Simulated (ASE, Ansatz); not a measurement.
**Structural relaxation of random hcp alloy of Hf and Zr (288 atoms)**

Aim: bring random hcp alloy of Hf and Zr (288 atoms) to a nearby minimum of the energy and see what moves.

Program: Ansatz 0.2.0. Level of theory: Kohn-Sham DFT, PBE, PAW (set soft_2), plane waves. Results are calculated unless marked as measured.

Most raw output is cut from this account.

### 1. The structure

The cell holds 288 atoms: 180 Zr and 108 Hf. Cell: a = 19.309 Å, b = 19.309 Å, c = 20.444 Å, α = 90.0°, β = 90.0°, γ = 120.0°. It derives from Hf (hcp) and Zr, repeated 6×6×4. Hcp Hf, 6 x 6 x 4 conventional cells, 180 of 288 Hf sites given to Zr at random (x = 0.625), lattice by Vegard's rule (a = 3.218 Å, c = 5.111 Å); not relaxed, displaced by a Gaussian of 0.02 Å.

Before any run, some limits are plain. The host structure and its lattice constant were typed by rule, without a check against the phase diagram. Sampling is at Γ alone, for a cell whose shortest periodic width is 17 Å. No spin–orbit coupling is included, so levels derived from the heavy atoms are approximate.

### 2. Single point at the start

The forces at the start show how far the geometry lies from a minimum of this functional.

The input, input.yaml:

```yaml
crystal:
  lattice:
    - [19.3086, 0.0, 0.0]
    - [-9.6543, 16.72174, 0.0]
    - [0.0, 0.0, 20.444]
  atoms:
    - { symbol: Zr, position: [0.00054, 0.00198, 0.99927] }
    - { symbol: Zr, position: [0.05582, 0.11217, 0.12354] }
    - { symbol: Hf, position: [0.00041, 0.00149, 0.25047] }
    - { symbol: Zr, position: [0.05674, 0.11156, 0.3743] }
    - { symbol: Hf, position: [0.00056, 0.00064, 0.49842] }
    - { symbol: Zr, position: [0.05609, 0.1121, 0.62486] }
    - { symbol: Hf, position: [0.99997, 0.99969, 0.74799] }
    - { symbol: Hf, position: [0.05851, 0.11274, 0.87318] }
    - { symbol: Hf, position: [0.9981, 0.16774, 0.00114] }
    - { symbol: Hf, position: [0.05567, 0.27855, 0.12568] }
    - { symbol: Zr, position: [0.00105, 0.16726, 0.24913] }
    - { symbol: Hf, position: [0.0545, 0.27608, 0.37398] }
    - { symbol: Zr, position: [0.99767, 0.16486, 0.49978] }
    - { symbol: Hf, position: [0.0565, 0.27948, 0.62286] }
    - { symbol: Zr, position: [0.00046, 0.16766, 0.74965] }
    - { symbol: Zr, position: [0.05629, 0.27924, 0.87466] }
    - { symbol: Zr, position: [0.99884, 0.33331, 0.00117] }
    - { symbol: Zr, position: [0.05551, 0.44497, 0.1238] }
    - { symbol: Zr, position: [0.99882, 0.33472, 0.25022] }
    - { symbol: Zr, position: [0.05717, 0.44534, 0.37844] }
    - { symbol: Hf, position: [0.00091, 0.33381, 0.50116] }
    - { symbol: Zr, position: [0.05574, 0.44341, 0.62621] }
    - { symbol: Zr, position: [0.00107, 0.33512, 0.75025] }
    - { symbol: Zr, position: [0.05396, 0.44462, 0.87413] }
    - { symbol: Zr, position: [0.00035, 0.50043, 0.99877] }
    - { symbol: Hf, position: [0.05558, 0.60998, 0.12552] }
    - { symbol: Zr, position: [0.99999, 0.50089, 0.24847] }
    - { symbol: Zr, position: [0.05411, 0.60927, 0.37484] }
    - { symbol: Hf, position: [0.99788, 0.49991, 0.49811] }
    - { symbol: Hf, position: [0.054, 0.60964, 0.62641] }
    - { symbol: Hf, position: [0.99944, 0.50103, 0.74883] }
    - { symbol: Zr, position: [0.05383, 0.60865, 0.87392] }
    [... 250 atom lines left out ...]
    - { symbol: Zr, position: [0.83485, 0.83464, 0.24958] }
    - { symbol: Zr, position: [0.88989, 0.9452, 0.37337] }
    - { symbol: Zr, position: [0.83195, 0.83372, 0.50055] }
    - { symbol: Hf, position: [0.8891, 0.94458, 0.6261] }
    - { symbol: Zr, position: [0.83354, 0.83581, 0.74891] }
    - { symbol: Zr, position: [0.89051, 0.94575, 0.87571] }
kpoints:
  mp_grid: { grid: [1, 1, 1] }
hamiltonian:
  xc: pbe
scf:
  occupations: { method: cold, width: 0.15 }
output:
  forces: true
  stress: true
  populations: true
  dos:
    method: { smearing: { sigma: 0.1 } }
    de: 0.1
    projected: { site_lists: { Hf: [Hf], Zr: [Zr] } }
  eigenvalues: true
```

The run is started by

```console
> ansatz run input.yaml --threads 32 --pin off --max-ram 143360MiB --backend cuda --events-out ev --progress --plain --runs-dir out
```

Wall time 10 s (1 × NVIDIA GB200 with 32 threads of Arm Neoverse V2, shared host); peak memory 5.5 GiB; 36 s of CPU time.

That memory is the host's; the program planned up to 39.8 GiB on the GPU. Forces of this run were stored rounded, and per-atom blocks of the log weren't kept.

Numbers from this run:

| Property | Result |
| --- | --- |
| free energy | -2450993.9076 eV |
| free energy per atom | -8510.3955 eV/atom |
| SCF cycles | 10 |
| pressure | 0.5462 GPa |
| r.m.s. force component | 0.1607 eV/Å |
| longest force | 0.5997 eV/Å |
| Fermi energy | 16.25 eV |
| levels partly filled by over 2 per cent | 66 |
| spilling of the projection | 0.004346 |

The r.m.s. force component of 0.16 eV/Å and the pressure of 0.55 GPa set the starting point.

Length of the force by element:

| element | coordination | atoms | mean length of the force (eV/Å) | spread | least | most |
| --- | --- | --- | --- | --- | --- | --- |
| Hf | all | 108 | 0.258 | 0.110 | 0.0413 | 0.573 |
| Zr | all | 180 | 0.254 | 0.111 | 0.0407 | 0.600 |

### 3. Relaxation

The atoms are relaxed in the fixed cell, aiming at the force tolerance of the input.

input.yaml, the sections that differ from step 2:

```yaml
output:
  forces: true
relax:
  f_tol: 0.03
  max_steps: 68
# crystal, kpoints, hamiltonian, scf: as in step 2
```

The job ended after 23 s (1 × NVIDIA GB200 with 32 threads; peak memory 2.4 GiB; 54 s of CPU time).

That memory is the host's; the program planned up to 39 GiB on the GPU.

Step by step:

| step | energy less that of the first step (eV) | largest force component (eV/Å) |
| --- | --- | --- |
| 1 | 0.0000 | 0.5951 |
| 2 | 0.6236 | 0.7339 |
| 3 | -1.4375 | 0.0527 |
| 4 | -1.4603 | 0.0075 |

Relaxation step 2 was tried and not accepted.

The atoms that moved most (Å):

| atom | dx | dy | dz | length |
| --- | --- | --- | --- | --- |
| Zr222 | -0.044 | -0.060 | -0.048 | 0.089 |
| Zr100 | -0.078 | -0.013 | -0.030 | 0.085 |
| Zr128 | 0.083 | -0.007 | -0.008 | 0.084 |
| Hf102 | -0.038 | 0.069 | 0.003 | 0.078 |
| Hf139 | -0.006 | 0.069 | 0.037 | 0.078 |
| Hf177 | 0.067 | 0.025 | -0.029 | 0.078 |
| Hf234 | -0.033 | -0.037 | 0.057 | 0.075 |
| Zr262 | 0.000 | -0.018 | 0.071 | 0.073 |

The relaxation changed the energy by -5.07 meV/atom, and atoms moved by 0.042 Å r.m.s., 0.089 Å at most.

### 4. Local order after relaxation

Bonds before and after, by the cutoffs listed below:

| pair | bonds before | bonds after | mean before (Å) | mean after (Å) | spread before (Å) | spread after (Å) |
| --- | --- | --- | --- | --- | --- | --- |
| Zr-Zr | 671 | 671 | 3.189 | 3.198 | 0.042 | 0.032 |
| Zr-Hf | 818 | 818 | 3.189 | 3.185 | 0.041 | 0.034 |
| Hf-Hf | 239 | 239 | 3.189 | 3.177 | 0.041 | 0.034 |

Density 8.98 g/cm³, 22.92 Å³ an atom.

g(r), total and by pair (bins of 0.1 Å):

| r (Å) | total | Zr-Zr | Zr-Hf | Hf-Hf |
| --- | --- | --- | --- | --- |
| 3.05 | 0.00 | 0.00 | 0.00 | 0.00 |
| 3.15 | 12.80 | 11.60 | 13.10 | 14.80 |
| 3.25 | 8.76 | 9.67 | 8.67 | 6.58 |
| 3.35 | 0.00 | 0.00 | 0.00 | 0.00 |
| 3.45 | 0.00 | 0.00 | 0.00 | 0.00 |
| 3.55 | 0.00 | 0.00 | 0.00 | 0.00 |
| 3.65 | 0.00 | 0.00 | 0.00 | 0.00 |
| 3.75 | 0.00 | 0.00 | 0.00 | 0.00 |
| 3.85 | 0.00 | 0.00 | 0.00 | 0.00 |
| 3.95 | 0.00 | 0.00 | 0.00 | 0.00 |
| 4.05 | 0.00 | 0.00 | 0.00 | 0.00 |
| 4.15 | 0.00 | 0.00 | 0.00 | 0.00 |
| 4.25 | 0.00 | 0.00 | 0.00 | 0.00 |
| 4.35 | 0.00 | 0.00 | 0.00 | 0.00 |
| 4.45 | 1.78 | 2.07 | 1.66 | 1.35 |
| 4.55 | 3.60 | 3.42 | 3.55 | 4.31 |
| 4.65 | 0.00 | 0.00 | 0.00 | 0.00 |
| 4.75 | 0.00 | 0.00 | 0.00 | 0.00 |
| 4.85 | 0.00 | 0.00 | 0.00 | 0.00 |
| 4.95 | 0.00 | 0.00 | 0.00 | 0.00 |
| 5.05 | 0.37 | 0.43 | 0.40 | 0.14 |
| 5.15 | 1.02 | 0.91 | 1.09 | 1.10 |
| 5.25 | 0.00 | 0.00 | 0.00 | 0.00 |
| 5.35 | 0.00 | 0.00 | 0.00 | 0.00 |
| 5.45 | 0.09 | 0.05 | 0.11 | 0.15 |
| 5.55 | 10.20 | 10.30 | 10.10 | 10.40 |
| 5.65 | 0.34 | 0.40 | 0.32 | 0.26 |
| 5.75 | 0.00 | 0.00 | 0.00 | 0.00 |
| 5.85 | 0.00 | 0.00 | 0.00 | 0.00 |
| 5.95 | 0.05 | 0.07 | 0.03 | 0.08 |
| 6.05 | 5.95 | 5.84 | 6.10 | 5.71 |
| 6.15 | 0.00 | 0.00 | 0.00 | 0.00 |
| 6.25 | 0.00 | 0.00 | 0.00 | 0.00 |
| 6.35 | 0.10 | 0.11 | 0.08 | 0.13 |
| 6.45 | 2.53 | 2.53 | 2.54 | 2.52 |
| 6.55 | 0.01 | 0.00 | 0.02 | 0.00 |
| 6.65 | 0.00 | 0.00 | 0.00 | 0.00 |
| 6.75 | 0.00 | 0.00 | 0.00 | 0.00 |
| 6.85 | 0.00 | 0.00 | 0.00 | 0.00 |
| 6.95 | 0.00 | 0.00 | 0.00 | 0.00 |
| 7.05 | 0.00 | 0.00 | 0.00 | 0.00 |
| 7.15 | 4.05 | 4.02 | 4.12 | 3.94 |
| 7.25 | 0.20 | 0.17 | 0.24 | 0.14 |
| 7.35 | 0.00 | 0.00 | 0.00 | 0.00 |

Neighbours by pair of elements; one cutoff, the widest of the pairs' first minima of g(r), serves all pairs of this metal:

| pair A-B | cutoff (Å) | bonds | mean length (Å) | spread (Å) | shortest (Å) | B about A | A about B |
| --- | --- | --- | --- | --- | --- | --- | --- |
| Zr-Zr | 3.62 | 671 | 3.20 | 0.032 | 3.13 | 7.46 | 7.46 |
| Zr-Hf | 3.62 | 818 | 3.19 | 0.034 | 3.11 | 4.54 | 7.57 |
| Hf-Hf | 3.62 | 239 | 3.18 | 0.034 | 3.11 | 4.43 | 4.43 |

How many atoms have how many bonded neighbours:

| element | mean | 12 |
| --- | --- | --- |
| Hf | 12 | 108 |
| Zr | 12 | 180 |

For some of the pairs, g(r) has its first main peak near 3.20 Å (Zr-Zr), 3.19 Å (Zr-Hf) and 3.17 Å (Hf-Hf). By these cutoffs all Hf atoms have 12 and all Zr atoms have 12 bonded neighbours.

### 5. Single point at the relaxed geometry

One more single point at the end of the walk gives the fuller output and checks the residual forces.

The input, input.yaml:

```yaml
crystal:
  lattice:
    - [19.3086, 0.0, 0.0]
    - [-9.6543, 16.72174, 0.0]
    - [0.0, 0.0, 20.444]
  atoms:
    - { symbol: Zr, position: [0.00047, 0.00075, 0.99965] }
    - { symbol: Zr, position: [0.05593, 0.11277, 0.12573] }
    - { symbol: Hf, position: [0.00081, 0.00085, 0.25038] }
    - { symbol: Zr, position: [0.0563, 0.1111, 0.37542] }
    - { symbol: Hf, position: [0.00054, 0.99975, 0.50036] }
    - { symbol: Zr, position: [0.05532, 0.11156, 0.62405] }
    - { symbol: Hf, position: [0.00031, 0.00087, 0.75007] }
    - { symbol: Hf, position: [0.05536, 0.11158, 0.87509] }
    - { symbol: Hf, position: [0.99975, 0.16614, 0.00049] }
    - { symbol: Hf, position: [0.05616, 0.27749, 0.12509] }
    - { symbol: Zr, position: [0.99964, 0.16676, 0.25076] }
    - { symbol: Hf, position: [0.05572, 0.27903, 0.37484] }
    - { symbol: Zr, position: [0.99924, 0.16733, 0.49949] }
    - { symbol: Hf, position: [0.05484, 0.27764, 0.62457] }
    - { symbol: Zr, position: [0.99948, 0.1658, 0.74936] }
    - { symbol: Zr, position: [0.05507, 0.27673, 0.87551] }
    - { symbol: Zr, position: [0.99898, 0.33192, 0.99989] }
    - { symbol: Zr, position: [0.05536, 0.44416, 0.12479] }
    - { symbol: Zr, position: [0.0, 0.33274, 0.24981] }
    - { symbol: Zr, position: [0.05496, 0.44364, 0.37605] }
    - { symbol: Hf, position: [0.99908, 0.33286, 0.50049] }
    - { symbol: Zr, position: [0.05596, 0.44506, 0.62466] }
    - { symbol: Zr, position: [0.9992, 0.33352, 0.74931] }
    - { symbol: Zr, position: [0.05542, 0.44436, 0.87395] }
    - { symbol: Zr, position: [0.99918, 0.50049, 0.00073] }
    - { symbol: Hf, position: [0.05556, 0.6107, 0.1249] }
    - { symbol: Zr, position: [0.99817, 0.49847, 0.24953] }
    - { symbol: Zr, position: [0.05414, 0.60931, 0.37537] }
    - { symbol: Hf, position: [0.99869, 0.4988, 0.49991] }
    - { symbol: Hf, position: [0.05481, 0.61077, 0.62481] }
    - { symbol: Hf, position: [0.99975, 0.50034, 0.7497] }
    - { symbol: Zr, position: [0.05584, 0.61188, 0.87492] }
    [... 250 atom lines left out ...]
    - { symbol: Zr, position: [0.83259, 0.83384, 0.24998] }
    - { symbol: Zr, position: [0.89037, 0.94684, 0.37449] }
    - { symbol: Zr, position: [0.83472, 0.83468, 0.50038] }
    - { symbol: Hf, position: [0.8897, 0.94614, 0.62547] }
    - { symbol: Zr, position: [0.83443, 0.83432, 0.74961] }
    - { symbol: Zr, position: [0.88902, 0.94558, 0.87433] }
kpoints:
  mp_grid: { grid: [1, 1, 1] }
hamiltonian:
  xc: pbe
scf:
  occupations: { method: cold, width: 0.15 }
output:
  forces: true
  stress: true
  populations: true
  dos:
    method: { smearing: { sigma: 0.08 } }
    de: 0.1
    projected: { site_lists: { Hf: [Hf], Zr: [Zr] } }
  eigenvalues: true
  write_density: true
  write_potential: true
  volumetric_format: npy
  elf: true
```

It took 12 s on 1 × NVIDIA GB200 with 32 threads; peak memory 5.4 GiB; 42 s of CPU time.

That memory is the host's; the program planned up to 39.8 GiB on the GPU.

The run gave:

```yaml
free_energy: -2450995.3679 eV
free_energy_per_atom: -8510.4006 eV/atom
scf_cycles: 10
pressure: 0.51 GPa
r_m_s_force_component: 0.00198 eV/Å
longest_force: 0.00968 eV/Å
fermi_energy: 16.25 eV
levels_partly_filled_by_over_2_per_cent: 68
spilling_of_the_projection: 0.004351
```

Löwdin charges by element (they lack the spilled electrons, 0.075 e an atom on average):

| element | coordination | atoms | mean charge (e) | spread | least | most |
| --- | --- | --- | --- | --- | --- | --- |
| Hf | all | 108 | 0.082 | 0.0066 | 0.0637 | 0.0986 |
| Zr | all | 180 | 0.0709 | 0.0061 | 0.0569 | 0.0875 |

States in the cell by windows of 0.5 eV, zero at the Fermi level; some projections on atomic orbitals stand beside the total:

| from (eV) | to (eV) | total | Zr d | Hf d | Zr s | Hf s |
| --- | --- | --- | --- | --- | --- | --- |
| -10 | -7 | 0.0 | 0.0 | 0.0 | 0.0 | 0.0 |
| -7 | -6.5 | 0.4 | 0.0 | 0.0 | 0.2 | 0.2 |
| -6.5 | -6 | 3.1 | 0.0 | 0.0 | 1.4 | 1.5 |
| -6 | -5.5 | 14.4 | 0.2 | 0.2 | 6.6 | 7.2 |
| -5.5 | -5 | 20.8 | 0.6 | 0.5 | 9.7 | 9.5 |
| -5 | -4.5 | 9.1 | 0.6 | 0.4 | 3.8 | 4.0 |
| -4.5 | -4 | 39.4 | 4.8 | 3.2 | 12.2 | 17.9 |
| -4 | -3.5 | 54.4 | 10.1 | 6.6 | 22.2 | 14.0 |
| -3.5 | -3 | 71.0 | 27.2 | 17.1 | 13.4 | 11.9 |
| -3 | -2.5 | 149.9 | 67.7 | 41.3 | 28.0 | 9.9 |
| -2.5 | -2 | 133.3 | 72.0 | 42.3 | 13.3 | 2.9 |
| -2 | -1.5 | 178.4 | 100.1 | 57.8 | 11.4 | 4.1 |
| -1.5 | -1 | 129.3 | 75.6 | 42.7 | 4.3 | 1.4 |
| -1 | -0.5 | 260.2 | 151.4 | 83.6 | 9.0 | 4.2 |
| -0.5 | 0 | 72.7 | 42.6 | 22.6 | 1.4 | 0.7 |
| 0 | 0.5 | 229.4 | 135.3 | 69.3 | 7.4 | 4.1 |
| 0.5 | 1 | 258.1 | 147.1 | 80.1 | 10.4 | 5.4 |

The curve was stored every 0.10 eV, coarse against its broadening of 0.08 eV, so these counts are rough.

Between -26 and -10 eV lie 1512 more states.

About 2320 of the 4968 electrons lie in deeper levels, below the stored range.

Not all projections were asked for or kept, so they needn't add up to the total.

The levels nearest the highest filled one (over half full), pooled over k-points and spins:

| level less the highest filled one (eV) | occupation |
| --- | --- |
| -0.0299 | 1.34 |
| -0.0278 | 1.32 |
| -0.015 | 1.20 |
| -0.0073 | 1.12 |
| -0.0022 | 1.07 |
| 0 | 1.05 |
| 0.0059 | 0.987 |
| 0.0104 | 0.944 |
| 0.0116 | 0.932 |
| 0.0159 | 0.891 |
| 0.0181 | 0.87 |
| 0.0215 | 0.839 |

Mean Löwdin charges: Hf +0.08, Zr +0.07 e (they miss 0.44 % of the electrons, so they add up to more than the cell's charge). Among metals such projection charges depend strongly on the orbitals used and are no measure of ionicity. Within 0.4 eV of the Fermi level the largest share is Zr d (63 % of the projected weight).

A closer look about Zr47, picked at random: 13 atoms, nearest first, numbered in the order of the input, with positions taken from that point.

| atom | x | y | z | distance (Å) | bonds | Löwdin charge (e) |
| --- | --- | --- | --- | --- | --- | --- |
| Zr47 | 0.00 | 0.00 | 0.00 | 0.00 | 12 | 0.08 |
| Zr46 | -0.03 | 1.86 | -2.54 | 3.15 | 12 | 0.07 |
| Hf40 | 1.59 | -0.94 | 2.56 | 3.16 | 12 | 0.09 |
| Zr278 | -1.61 | -0.94 | -2.55 | 3.16 | 12 | 0.07 |
| Zr48 | -0.02 | 1.87 | 2.55 | 3.16 | 12 | 0.06 |
| Zr280 | -1.61 | -0.94 | 2.55 | 3.16 | 12 | 0.07 |
| Hf38 | 1.60 | -0.94 | -2.57 | 3.17 | 12 | 0.08 |
| Zr95 | 3.19 | 0.00 | -0.01 | 3.19 | 12 | 0.07 |
| Zr39 | 1.57 | -2.80 | -0.01 | 3.21 | 12 | 0.06 |
| Hf55 | 1.59 | 2.81 | -0.01 | 3.22 | 12 | 0.09 |
| Zr287 | -3.23 | 0.02 | -0.01 | 3.23 | 12 | 0.06 |
| Hf7 | -1.63 | 2.80 | 0.00 | 3.25 | 12 | 0.08 |
| Hf279 | -1.63 | -2.81 | 0.00 | 3.25 | 12 | 0.09 |

The column of bonds counts only the pairs Zr-Zr within 3.62 Å, Zr-Hf within 3.62 Å, Hf-Hf within 3.62 Å; other neighbours, such as metal atoms beside each other in a compound, aren't counted, and periodic images can show an atom twice.

### 6. Summary of results

| Property | Result |
| --- | --- |
| energy change in the relaxation | -5.071 meV/atom |
| r.m.s. displacement | 0.042 Å |
| largest displacement | 0.089 Å |
| free energy per atom | -8510.4006 eV/atom |
| density | 8.98 g/cm³ |
| pressure | 0.51 GPa |
| r.m.s. force component | 0.00198 eV/Å |
| wall time of the 3 DFT runs | 45 s |

**Reading.** Relaxation lowers the energy by 5.07 meV/atom and moves atoms by 0.042 Å r.m.s.; the r.m.s. force component goes from 0.16 to 0.0020 eV/Å, the pressure goes from 0.55 to 0.51 GPa. By the final cutoffs no bond was broken or made. The r.m.s. move is of the size of the random displacements put into the start (0.035 Å r.m.s. in three dimensions). First to last step the energy falls by 1.460 eV; the largest move, 0.09 Å, is that of Zr222. The Hf-Hf bonds change most in mean length: from 3.189 Å (spread 0.041) to 3.177 Å (spread 0.034). With the cutoffs above, all Hf atoms have 12 and all Zr atoms have 12 bonded neighbours. 68 levels are partly filled, by over 2 % (at Γ alone), as in a metal.

[Logs are printed without paths, hosts, clocks, repeated set-up lines and the standing remarks that a program may print on its own settings, such as how far it seeks lower states.]

[Hosts, paths, dates, database ids (printed as entryN), source tags and the programs' standing remarks are cut or masked in the printed files.]
